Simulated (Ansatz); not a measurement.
**Screening in SrTiO3 (I4/mcm)**

How strongly does SrTiO3 (I4/mcm) screen? Routes: perturbation theory, a sum over states and the RPA step of G0W0.

Calculated with Ansatz 0.2.0; linear response on PBE, plane waves, PAW.

### Step 1. Starting point

The structure is tetragonal, space group I4/mcm (No. 140). Conventional cell: a = 5.511 Å, b = 5.511 Å, c = 7.796 Å, α = 90.00°, β = 90.00°, γ = 90.00°. Nearest to Sr lie 12 O at 2.73 to 2.78 Å. Nearest to Ti lie 6 O at 1.95 Å. O has 2 Ti at 1.95 Å and 4 Sr at 2.76 Å nearest. O has 2 Ti at 1.95 Å and 4 Sr at 2.73 to 2.78 Å nearest. Farther neighbours and most contacts between anions are not listed.

The cell and positions come from the Crystallography Open Database and are kept as given unless a step says otherwise. The default PAW set here is soft_2. Its files were made with PBE.

### Step 2. Response to a homogeneous field

The response to a uniform field gives ε∞, a yardstick for the screening that GW builds on its mesh.

This step: dielectric response by perturbation theory, PBE, plane waves, PAW.

input.yaml reads:

```yaml
crystal:
  lattice:
    - [-2.7555, 2.7555, 3.898]
    - [2.7555, -2.7555, 3.898]
    - [2.7555, 2.7555, -3.898]
  atoms:
    - { symbol: Sr, position: [0.75, 0.25, 0.5] }
    - { symbol: Sr, position: [0.25, 0.75, 0.5] }
    - { symbol: Ti, position: [0.0, 0.0, 0.0] }
    - { symbol: Ti, position: [0.5, 0.5, 0.0] }
    - { symbol: O, position: [0.25, 0.25, 0.0] }
    - { symbol: O, position: [0.75, 0.75, 0.0] }
    - { symbol: O, position: [0.7451, 0.2451, 0.9902] }
    - { symbol: O, position: [0.2451, 0.2549, 0.5] }
    - { symbol: O, position: [0.2549, 0.7549, 0.0098] }
    - { symbol: O, position: [0.7549, 0.7451, 0.5] }
kpoints:
  mp_grid: { grid: [6, 6, 6] }
hamiltonian:
  xc: pbe
scf:
  occupations: { method: fixed }
dielectric: {}
```

On the command line:

```console
> ansatz run input.yaml --threads 3 --pin off --max-ram 92160MiB --backend cuda --events-out ev --progress --plain --runs-dir out --devices 1 --max-vram 13GiB  # rebuilt from the run's record
```

Numbers of over 12 decimals in the logs are rounded to 6 here.

What it wrote:

```text
GPUs: using 1 of 1 available (devices: 1).
Engine: ansatz 0.2.0, x86_64-unknown-linux-gnu
Pseudopotentials: kind: paw
Pseudopotential: Sr, paw, valence charge 10, recommended cutoff 420 eV (normal), Sr.paw.azcp
Pseudopotential: Ti, paw, valence charge 12, recommended cutoff 420 eV (normal), Ti.paw.azcp
Pseudopotential: O, paw, valence charge 6, recommended cutoff 420 eV (normal), O.paw.azcp
Functional definition: PBE
  parameter kappa = 0.804
  parameter beta = 0.066725
  exchange = pbe_x(kappa = kappa, mu = beta*pi^2/3)
  correlation = pbe_c(beta = beta)
device memory: the entry about to start is reckoned to put 2.9 GiB on a device that reports 62.7 GiB free (of which the cap on the GPU budget leaves the run 13.0 GiB)
GPU FFT provider: cuFFT
GPU libraries: cuBLAS 13.8.2, cuFFT 12.4.0, cuSOLVER 12.3.4
Crystal: 10 atoms, lattice volume = 118.387 Å³
Basis set: ecut = 420 eV, 2277 PW (Γ), exchange–correlation on 80×80×80 points (8 copies of the dense FFT grid, shifted against one another)
Bands: 50, of which v1, the nominal top of the filled ones, is band 40 counted from 1 (39 counted from 0)
Symmetry: 16 space group operations
k-points: 68 of 216 (irreducible under 2 space group operations, time reversal used)
Non-local potential: Sr, projectors of the file, l = 0: 3, l = 1: 2, l = 2: 2
Non-local potential: Ti, projectors of the file, l = 0: 3, l = 1: 2, l = 2: 3, l = 3: 1
Non-local potential: O, projectors of the file, l = 0: 2, l = 1: 2, l = 2: 1
PAW form: soft (Blöchl's): semilocal exchange-correlation on the pseudo side does not see the compensation charge
PAW one-centre angular grid: Sr, 110 points (default); XC on 64 Gauss nodes
PAW one-centre angular grid: Ti, 590 points (default); XC on 64 Gauss nodes
PAW one-centre angular grid: O, 110 points (default); XC on 64 Gauss nodes
Initial density: superposition of atomic densities (neutral atoms: chi_scale 0, normalization atom), corrected by the library's trained network
Initial wavefunctions: pseudopotential atomic-orbital guess
GPU buffer pool allocated for 64000 grid points (all kernels)
GPU transforms: local potential and band sums: pruned to the plane-wave sphere, on 40×40×40
Functional: x = pbe(κ = 0.804, μ = 0.219515), c = pbe(β = 0.066725)
SCF iter   1: F=—  HF=-15508.915667 eV  |F-HF|=—  |Δ(HF+E_count)|=         —  Δρ=2.01e-3  dr2=2.69e-3  ethr=1.77e-3  ⟨swp⟩=4.9  Hψ=13407  notcnv=0  defer=427
preconditioner: auto → Resta (q_TF=auto, 2.556 Å⁻¹)  ε∞=5.7  [insulator: Δε(μ)=1.885 eV  Ē_g=12.222 eV  n_scr=26 (ndim 8)  ℏωp=26.4 eV  f_vac=0.000  ε∞_Penn≈5.7]
SCF iter   2: F=—  HF=-15508.916339 eV  |F-HF|=—  |Δ(HF+E_count)|=   6.72e-4  Δρ=1.20e-3  dr2=9.12e-4  ethr=3.36e-6  ⟨swp⟩=3.1  Hψ=7661  notcnv=0  defer=529
SCF iter   3: F=—  HF=-15508.916397 eV  |F-HF|=—  |Δ(HF+E_count)|=   5.78e-5  Δρ=5.96e-4  dr2=8.78e-5  ethr=1.14e-6  ⟨swp⟩=2.0  Hψ=4584  notcnv=0  defer=525
SCF iter   4: F=—  HF=-15508.916480 eV  |F-HF|=—  |Δ(HF+E_count)|=   8.33e-5  Δρ=1.49e-4  dr2=7.73e-6  ethr=1.10e-7  ⟨swp⟩=2.5  Hψ=4714  notcnv=0  defer=418
SCF iter   5: F=—  HF=-15508.916366 eV  |F-HF|=—  |Δ(HF+E_count)|=   1.14e-4  Δρ=2.25e-5  dr2=4.83e-7  ethr=9.66e-9  ⟨swp⟩=2.3  Hψ=4881  notcnv=0  defer=271
SCF iter   6: F=—  HF=-15508.916366 eV  |F-HF|=—  |Δ(HF+E_count)|=   2.63e-7  Δρ=5.95e-6  dr2=4.07e-8  ethr=6.03e-10  ⟨swp⟩=2.4  Hψ=5717  notcnv=0  defer=272
SCF iter   7: F=—  HF=-15508.916366 eV  |F-HF|=—  |Δ(HF+E_count)|=   9.08e-9  Δρ=2.08e-6  dr2=6.31e-9  ethr=5.08e-11  ⟨swp⟩=2.0  Hψ=4410  notcnv=0  defer=272
SCF iter   8: F=—  HF=-15508.916366 eV  |F-HF|=—  |Δ(HF+E_count)|=  7.46e-11  Δρ=1.51e-6  dr2=2.82e-9  ethr=7.89e-12  ⟨swp⟩=2.0  Hψ=5111  notcnv=0  defer=272
SCF iter   9: F=—  HF=-15508.916366 eV  |F-HF|=—  |Δ(HF+E_count)|=  3.97e-10  Δρ=3.60e-7  dr2=2.96e-10  ethr=3.52e-12  ⟨swp⟩=2.0  Hψ=4582  notcnv=0  defer=272
SCF iter  10: F=-15508.916366 eV  HF=-15508.916366 eV  |F-HF|=3.64e-12  |Δ(HF+E_count)|=  4.18e-11  Δρ=5.36e-8  dr2=2.62e-12  ethr=1.00e-12  ⟨swp⟩=13.5  Hψ=14611  notcnv=0
SCF 1 converged in 10 iterations: F = -15508.916366 eV  dr2 = 2.62e-12
  greatest PAW one-centre occupation: 0.999 electrons in one spin orbital (limit 2), on the Ti atom at site 2 (counted from 0), in its partial waves of l = 0
the response reads at least the filled bands of the reference SCF and the lowest empty band at each k-point, and that SCF's band table does not vouch for those bands. The notice of the band table in this run's record says why
device memory: the entry about to start is reckoned to put 0.8 GiB on a device that reports 54.6 GiB free (of which the cap on the GPU budget leaves the run 12.9 GiB)
NSCF: frozen V_eff on 1 k-points
device memory: the entry about to start is reckoned to put 0.8 GiB on a device that reports 54.1 GiB free (of which the cap on the GPU budget leaves the run 12.9 GiB)
NSCF: frozen V_eff on 1 k-points
device memory: the entry about to start is reckoned to put 0.8 GiB on a device that reports 54.0 GiB free (of which the cap on the GPU budget leaves the run 12.9 GiB)
NSCF: frozen V_eff on 1 k-points
device memory: the entry about to start is reckoned to put 0.1 GiB (of the 0.2 GiB reckoned in all, the device holds 0.1 GiB already) on a device that reports 54.0 GiB free (of which the cap on the GPU budget leaves the run 12.9 GiB)
device memory: the entry about to start is reckoned to put 2.5 GiB (of the 2.6 GiB reckoned in all, the device holds 0.1 GiB already) on a device that reports 54.0 GiB free (of which the cap on the GPU budget leaves the run 12.9 GiB)
DFPT response loops at Γ: preconditioner auto → Resta (q_TF=auto, 2.556 Å⁻¹)  ε∞=5.6 (no band partly filled); β = 1.00, the filter's whole step (`scf.mixing.beta` (0.50) is not read by the response loops at its default; to damp them type it under 1.00, their step now; it binds the ground state too); Broyden in place of MSR1
── the response to a field inside a basis, on 6×6×6 k-points: an SCF that follows is theirs, and a resumed run solves both again ──
device memory: the entry about to start is reckoned to put 0.4 GiB on a device that reports 62.5 GiB free (of which the cap on the GPU budget leaves the run 12.9 GiB)
GPU FFT provider: cuFFT
GPU libraries: cuBLAS 13.8.2, cuFFT 12.4.0, cuSOLVER 12.3.4
Bands: 41, of which v1, the nominal top of the filled ones, is band 40 counted from 1 (39 counted from 0)
k-points: 28 of 216
Initial density: handed on by an earlier stage of this run
Initial wavefunctions: pseudopotential atomic-orbital guess (no wavefunctions were taken with the density)
GPU buffer pool allocated for 64000 grid points (all kernels)
GPU transforms: band sums: pruned to the plane-wave sphere, on 40×40×40
Eigensolver: Dense (28 Hₖ)
SCF iter   1: F=—  HF=-15508.704527 eV  |F-HF|=—  |Δ(HF+E_count)|=         —  Δρ=5.96e-4  dr2=1.24e-4  ethr=1.00e-1
preconditioner: auto → Resta (q_TF=auto, 2.556 Å⁻¹)  ε∞=7.6  [insulator: Δε(μ)=1.926 eV  Ē_g=10.289 eV  n_scr=26 (ndim 8)  ℏωp=26.4 eV  f_vac=0.000  ε∞_Penn≈7.6]
SCF iter   2: F=—  HF=-15508.704607 eV  |F-HF|=—  |Δ(HF+E_count)|=   8.05e-5  Δρ=3.25e-4  dr2=5.01e-5  ethr=1.55e-7
SCF iter   3: F=—  HF=-15508.704657 eV  |F-HF|=—  |Δ(HF+E_count)|=   4.93e-5  Δρ=1.90e-4  dr2=3.47e-5  ethr=6.27e-8
SCF iter   4: F=—  HF=-15508.704652 eV  |F-HF|=—  |Δ(HF+E_count)|=   4.54e-6  Δρ=3.10e-5  dr2=1.11e-6  ethr=4.33e-8
SCF iter   5: F=—  HF=-15508.704653 eV  |F-HF|=—  |Δ(HF+E_count)|=   5.73e-7  Δρ=9.37e-6  dr2=1.29e-7  ethr=1.39e-9
SCF iter   6: F=-15508.704653 eV  HF=-15508.704653 eV  |F-HF|=1.93e-8  |Δ(HF+E_count)|=   1.51e-8  Δρ=5.63e-6  dr2=3.36e-8  ethr=1.61e-10
SCF 1 converged in 6 iterations: F = -15508.704653 eV  dr2 = 3.36e-8
device memory: the entry about to start is reckoned to put 0.1 GiB (of the 0.2 GiB reckoned in all, the device holds 0.1 GiB already) on a device that reports 59.0 GiB free (of which the cap on the GPU budget leaves the run 12.8 GiB)
device memory: the entry about to start is reckoned to put 2.5 GiB on a device that reports 58.0 GiB free (of which the cap on the GPU budget leaves the run 12.7 GiB)
DFPT response loops at Γ: mixed as the last ones told, above
SCF converged after 10 iterations
Free energy (F): -15508.916366 eV
Harris-Foulkes:  -15508.916366 eV  (|F-HF|=3.64e-12)
Internal energy: -15508.916366 eV  (E = F + TS)
E sigma→0 (E₀):  -15508.916366 eV
Fermi energy:    10.072767 eV
--- Per-component energies (eV) ---
  E_band       = -402.768220
  E_kinetic    = 2098.514626
  E_local      = -4752.503842  (includes V_loc(G=0)·N_el)
  E_nonlocal   = 696.187653
  E_hartree    = 1664.765135
  E_xc         = -993.729375
  E_vxc        = -1145.582811  (∫ρ·V_xc dr)
  E_paw        = -8427.702166  (= ΣΔE_a)
  E_vpaw       = -628.929377  (= ΣTr[D̂ρ^β])
  E_aug_tail   = 0.015243  (compensation charges beyond the density's cutoff)
  E_ewald      = -5794.463639
  E_smearing   = -0.000000  (= −TS)
  E_closure    = 0.000000  (closes the sum)
  Σ components = -15508.916366   (vs F -15508.916366, Δ=0.00e0)
--- Band table (eV; the first three rows and the last of 68) ---
  k-point 0: bands = [... 36 lower, 9.7345, 10.0667, 10.0728, 10.0728, 11.9762, 11.9762, 11.9770, 14.4394, ... 6 higher]
  k-point 1: bands = [... 36 lower, 9.5846, 9.7484, 9.7496, 10.0512, 12.0162, 12.5510, 12.5523, 14.3684, ... 6 higher]
  k-point 2: bands = [... 36 lower, 9.0161, 9.4180, 9.4180, 10.0084, 12.0996, 13.4873, 13.4881, 14.0510, ... 6 higher]
  k-point 67: bands = [... 36 lower, 8.5129, 9.3580, 9.3580, 9.9861, 12.1445, 13.8945, 13.8945, 13.9399, ... 6 higher]
--- Dielectric response (ions clamped): 3 representative field directions + reference, inside a basis on a mesh of 216 k-points (Σ response iterations 15) ---
  ε∞ (high-frequency dielectric tensor):
        6.228989    -0.000000     0.000000
       -0.000000     6.228989     0.000000
        0.000000     0.000000     6.229412
  Born effective charges Z* (e; rows j = field, columns β = displacement):
    site 0:
         2.55636    0.00000   -0.00000
        -0.00000    2.55636   -0.00000
        -0.00000   -0.00000    2.55820
    site 1:
         2.55636   -0.00000   -0.00000
        -0.00000    2.55636   -0.00000
        -0.00000    0.00000    2.55820
    site 2:
         7.31048   -0.06619   -0.00000
         0.06619    7.31048    0.00000
        -0.00000   -0.00000    7.30445
    site 3:
         7.31048    0.06619   -0.00000
        -0.06619    7.31048   -0.00000
        -0.00000   -0.00000    7.30445
    site 4:
        -2.02849    0.00000   -0.00000
        -0.00000   -2.02849    0.00000
        -0.00000    0.00000   -5.80051
    site 5:
        -2.02849    0.00000    0.00000
        -0.00000   -2.02849   -0.00000
         0.00000    0.00000   -5.80051
    site 6:
        -3.91917    1.88826    0.00000
         1.88826   -3.91917   -0.00000
        -0.00000   -0.00000   -2.03107
    site 7:
        -3.91917   -1.88826   -0.00000
        -1.88826   -3.91917    0.00000
        -0.00000   -0.00000   -2.03107
    site 8:
        -3.91917    1.88826   -0.00000
         1.88826   -3.91917   -0.00000
        -0.00000   -0.00000   -2.03107
    site 9:
        -3.91917   -1.88826    0.00000
        -1.88826   -3.91917    0.00000
         0.00000   -0.00000   -2.03107
  Z* charge neutrality: 8.334e-3 e pre-enforcement
  solved inside a basis spanned on kpoints, on 6×6×6 k-points, its susceptibility summed on 10×10×10: ε∞ is read to err by 2.9e-2, Z* by 4.5e-2 e (field_mesh: kpoints solves on kpoints); Z* is corrected for what the basis lacks
```

It took 45 s on 1 × NVIDIA H100 80GB HBM3 (shared by 6 runs) with 3 threads of AMD EPYC 7R13 (Zen 3), shared host; peak memory 2.4 GiB.

In the SCF lines HF is the Harris–Foulkes energy and dr2 the Hartree energy of the density residual, in eV; the loop may stop once dr2 is under the threshold and the program's other checks hold. Hψ counts applications of the Hamiltonian.

Numbers from this step:

```yaml
stated_error_of_eps_infinity: 0.029
```

One over ε∞ averages 0.16, under the quarter of exact exchange in PBE0, which by this rule of thumb may open the gap too far.

High-frequency dielectric tensor:

```
6.23 0.00 0.00
0.00 6.23 0.00
0.00 0.00 6.23
```

Born effective charge (e), principal values of the symmetric part by kind of site:

```tsv
atom	atoms with these values	low	middle	high	mean
Sr1	2	2.56	2.56	2.56	2.56
Ti3	2	7.30	7.31	7.31	7.31
O5	6	-5.80	-2.03	-2.03	-3.29
```

In full for Sr1:

```
2.56 0.00 0.00
0.00 2.56 0.00
0.00 0.00 2.56
```

### Step 3. Independent-particle spectrum

The independent-particle spectrum shows where the oscillator strength lies, before excitons and local fields.

This step: independent-particle optics on PBE, plane waves, PAW.

Changes to input.yaml since step 2:

```diff
@@ -22,2 +22,4 @@
   occupations: { method: fixed }
-dielectric: {}
+  n_extra_bands: 81
+output:
+  optics: { e_range: [0, 25], de: 0.1, sigma: 0.2 }
```

What it wrote:

```text
[...]
GPUs: using 1 of 1 available (devices: 1).
[...]
GPU FFT provider: cuFFT
GPU libraries: cuBLAS 13.8.2, cuFFT 12.4.0, cuSOLVER 12.3.4
Crystal: 10 atoms, lattice volume = 118.387 Å³
Basis set: ecut = 420 eV, 2277 PW (Γ)
Bands: 121, of which v1, the nominal top of the filled ones, is band 40 counted from 1 (39 counted from 0)
Symmetry: 16 space group operations
[...]
k-points: 30 of 216
[...]
GPU buffer pool allocated for 64000 grid points (all kernels)
[...]
SCF iter   1: F=—  HF=-15508.914599 eV  |F-HF|=—  |Δ(HF+E_count)|=         —  Δρ=1.98e-3  dr2=2.21e-3  ethr=1.77e-3  ⟨swp⟩=4.3  Hψ=12918  notcnv=0  defer=2263
[...]
SCF iter  10: F=-15508.916530 eV  HF=-15508.916530 eV  |F-HF|=1.09e-11  |Δ(HF+E_count)|=  3.46e-11  Δρ=3.37e-8  dr2=8.68e-13  ethr=1.00e-12  ⟨swp⟩=12.8  Hψ=29216  notcnv=0
SCF 1 converged in 10 iterations: F = -15508.916530 eV  dr2 = 8.68e-13
[...]
Optics k sum: 0 of 30 k-points
Optics k sum: 2 of 30 k-points
[...]
Optics k sum: 30 of 30 k-points
[...]
SCF converged after 10 iterations
Free energy (F): -15508.916530 eV
[...]
Internal energy: -15508.916530 eV  (E = F + TS)
E sigma→0 (E₀):  -15508.916530 eV
Fermi energy:    10.072766 eV
[...]
--- Band table (eV; the first three rows and the last of 30) ---
  k-point 0: bands = [... 36 lower, 9.7345, 10.0667, 10.0728, 10.0728, 11.9762, 11.9762, 11.9770, 14.4394, ... 77 higher]
  k-point 1: bands = [... 36 lower, 9.5846, 9.7484, 9.7496, 10.0512, 12.0163, 12.5510, 12.5523, 14.3684, ... 77 higher]
  k-point 2: bands = [... 36 lower, 9.0161, 9.4180, 9.4180, 10.0084, 12.0996, 13.4873, 13.4881, 14.0510, ... 77 higher]
  k-point 29: bands = [... 36 lower, 8.5129, 9.3580, 9.3580, 9.9861, 12.1445, 13.8945, 13.8945, 13.9399, ... 77 higher]
```

Run time: 34 s. Hardware: 1 × NVIDIA H100 80GB HBM3 (shared by 6 runs) with 3 threads; peak memory 2.3 GiB; 70 s of CPU time.

Numbers from this step:

```yaml
eps_infinity_without_local_fields_xx_yy_zz: 6.338, 6.338, 6.339
electrons_in_the_f_sum_xx_yy_zz: 55.03, 55.03, 55.04
bands_in_the_explicit_sum_the_static_value_is_completed_to_all_bands: 121
```

The sum gives ε∞ = 6.34 without local fields.

Independent particles, no local fields, Gaussian width 0.2 eV. The ε₂ by photon energy; read off at these points:

```tsv
photon energy (eV)	xx=yy	zz
1.50	0	0
2.00	0.0193	0.0214
2.50	1.34	1.34
3.00	3.41	3.41
3.50	4.92	4.93
4.00	6.51	6.51
4.40	9.05	9.06
4.50	8.79	8.81
5.00	5.49	5.47
5.50	4.26	4.26
6.00	2.94	2.95
6.50	2.84	2.85
7.00	3.56	3.54
7.50	5.19	5.21
8.00	4.79	4.80
8.50	5.03	5.01
9.00	3.77	3.76
9.50	3.83	3.83
10.00	3.26	3.26
10.50	2.28	2.28
11.00	2.96	2.96
11.30	3.45	3.45
11.50	2.92	2.93
12.00	2.10	2.10
12.50	1.03	1.04
13.00	0.813	0.819
13.50	0.606	0.611
14.00	0.660	0.661
14.50	1.12	1.12
15.00	0.572	0.575
15.50	0.858	0.858
16.00	0.847	0.847
16.50	1.01	1.01
17.00	0.974	0.972
17.50	1.10	1.10
18.00	1.49	1.49
18.50	1.56	1.57
19.00	1.51	1.51
19.50	1.96	1.96
20.00	1.76	1.75
20.50	1.87	1.85
21.00	1.55	1.54
21.50	1.91	1.90
22.00	2.79	2.77
22.50	3.64	3.66
23.00	3.66	3.67
23.50	4.10	4.12
24.00	2.59	2.60
24.50	1.41	1.41
25.00	0.764	0.766
```

(Part 1 of 2 ends here.)

[Paths, hosts, dates, memory and timing lines, banners, echoed tables and standing remarks are left out of the program output.]

[Logs are printed without paths, hosts, clocks, repeated set-up lines and the standing remarks that a program may print on its own settings, such as how far it seeks lower states.]

[Runs of the session that timed out or met a known fault of the program may be left out.]

[Cells called generated may have been cut or substituted from an entry of the Crystallography Open Database or the Materials Project.]

[Hosts, paths, dates, database ids (printed as entryN), source tags and the programs' standing remarks are cut or masked in the printed files.]
